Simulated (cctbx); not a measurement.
## Accept or mend?

Cell a = 8.4790 Å, b = 8.4790 Å, c = 8.4790 Å, α = 90.00°, β = 90.00°, γ = 90.00°; space group Im-3m (no. 229).

Simulated single-crystal data (cctbx): Mo Kα, λ = 0.71073 Å, to d = 0.77 Å, 80 % of the full sphere, strongest reflection 20000 counts, noise from counting, a 6 % proportional error and a noise floor of 15 counts (s.d.); no absorption, and some extinction, which the refinements don't model.

An anisotropic refinement with weights 1/σ² prints:

```text
Rint 0.058, 91 unique reflections to 0.77 A
cycle     R1     wR2    GooF  max shift (A)
   1  0.1841  0.3675  19.328   0.00458
   2  0.0740  0.1593   8.380   0.00008
final R1 0.0739 wR2 0.1593 GooF 8.380  parameters 8  data/parameter 11.4
atom        x        y        z      Ueq    occ   su(xyz)  su(Uiso or U11)
Pt1    0.66554  0.00000  0.00000   0.0046  1.000  0.00030  0.0013
Ga1    0.16109  0.16109  0.16109  -0.0060  1.000  0.00035  0.0012  NPD
Rh1    0.25000  0.00000  0.50000   0.0280  1.000  0.00000  0.0036
difference map: max 10.31 min -4.47 rms 1.83
Q1    0.1447  0.1447  0.1447   16   10.31  0.24 A from Ga1
Q2    0.0000  0.0000  0.3231   12    8.16  0.10 A from Pt1
Q3    0.0439  0.2762  0.2762   48    1.72  1.70 A from Ga1
Q4    0.0971  0.2500  0.4029   48    1.67  1.16 A from Rh1
Q5    0.0000  0.1925  0.3777   48    1.53  1.15 A from Rh1
Q6    0.0800  0.1792  0.3203   96    1.40  1.52 A from Ga1
```

Q: Accept it or mend it, and why?

Mend it. The fault: elements exchanged: Rh1 is Ga and Ga1 is Rh. Against the right model at the same level, R1 goes from 0.0102 to 0.0739 and GooF from 0.91 to 8.38, U of Ga1 shrinks from 0.0125 to -0.0060 Å², U of Rh1 swells from 0.0135 to 0.0280 Å², the top difference peak, 10.3 e/Å³, lies on Ga1 and Ga1 goes non-positive-definite. Rh1 has 14 electrons too many and its U swells to shed them, as expected; Ga1 has 14 electrons too few and its U shrinks to make up, as expected.

The compound is Ga3Pt3Rh4. The right model at the same level gives:

```text
Rint 0.058, 91 unique reflections to 0.77 A
cycle     R1     wR2    GooF  max shift (A)
   1  0.0109  0.0189   0.995   0.00030
   2  0.0102  0.0173   0.911   0.00000
final R1 0.0102 wR2 0.0173 GooF 0.911  parameters 8  data/parameter 11.4
atom        x        y        z      Ueq    occ   su(xyz)  su(Uiso or U11)
Pt1    0.66539  0.00000  0.00000   0.0080  1.000  0.00003  0.0001
Rh1    0.16080  0.16080  0.16080   0.0125  1.000  0.00004  0.0001
Ga1    0.25000  0.00000  0.50000   0.0135  1.000  0.00000  0.0004
difference map: max 0.92 min -1.90 rms 0.30
Q1    0.0602  0.0602  0.0602   16    0.92  1.48 A from Rh1
Q2    0.0000  0.0000  0.4437   12    0.92  0.92 A from Pt1
Q3    0.0000  0.0000  0.1767   12    0.83  1.34 A from Pt1
Q4    0.2243  0.2243  0.2243   16    0.78  0.93 A from Rh1
Q5    0.1849  0.1849  0.3034   48    0.73  1.24 A from Rh1
Q6    0.0000  0.1847  0.3992   48    0.59  1.02 A from Ga1
```

This is a model crystal, built by substitution and not relaxed, with assumed displacement parameters.

[Middle refinement cycles are left out of these outputs.]

[Logs are printed without paths, hosts, clocks, repeated set-up lines and the standing remarks that a program may print on its own settings, such as how far it seeks lower states.]
